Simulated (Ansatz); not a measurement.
# How thick a slab does the work function of Ni need?

Slabs of Ni from 1 to 13 layers are run on 3 faces. From which thickness on does the work function stay within 0.05 eV of the thickest slab's, and does that depend on the face?

How it was computed: Ansatz 0.2.0, plane waves with PAW datasets (its set soft_2), PBE; symmetric slabs at bulk places and the tabulated experimental lattice constant, 18 Å of vacuum, one k-mesh a face (spacing 0.16 Å⁻¹, 2π included), Fermi-Dirac smearing of 0.1 eV, spin-polarised.

Results:

```tsv
layers	Ni(100) (eV)	Ni(110) (eV)	Ni(111) (eV)
1	5.115	4.938	5.347
2	4.970	4.503	5.050
3	4.903	4.534	5.057
4	4.884	4.434	5.077
5	4.904	4.530	5.069
6	4.907	4.466	5.069
7	4.909	4.534	5.066
8	4.902	4.489	5.066
10	4.905	4.508	5.065
13	4.903	4.494	5.067
```

**Reading.** Within 0.05 eV of the 13-layer value: Ni(100) from 3 layers on, Ni(110) from 5 layers on and Ni(111) from 2 layers on. In length between the outer atoms these thicknesses are 3.5 Å, 5.0 Å and 2.0 Å; the faces differ a good deal. From four layers on the values span 0.012 to 0.100 eV, most on Ni(110). Thirteen layers cost about 8 to 10 times the CPU time of four.

**Limits.** The 13-layer slab is the reference and is itself not proved converged. Thicknesses missing from the table have no sound run at this vacuum, and where values alternate they could fall outside the band. The smearing damps swings with thickness. The slabs are unrelaxed and unreconstructed, and the CPU ratio is rough.

[Logs are printed without paths, hosts, clocks, repeated set-up lines and the standing remarks that a program may print on its own settings, such as how far it seeks lower states.]
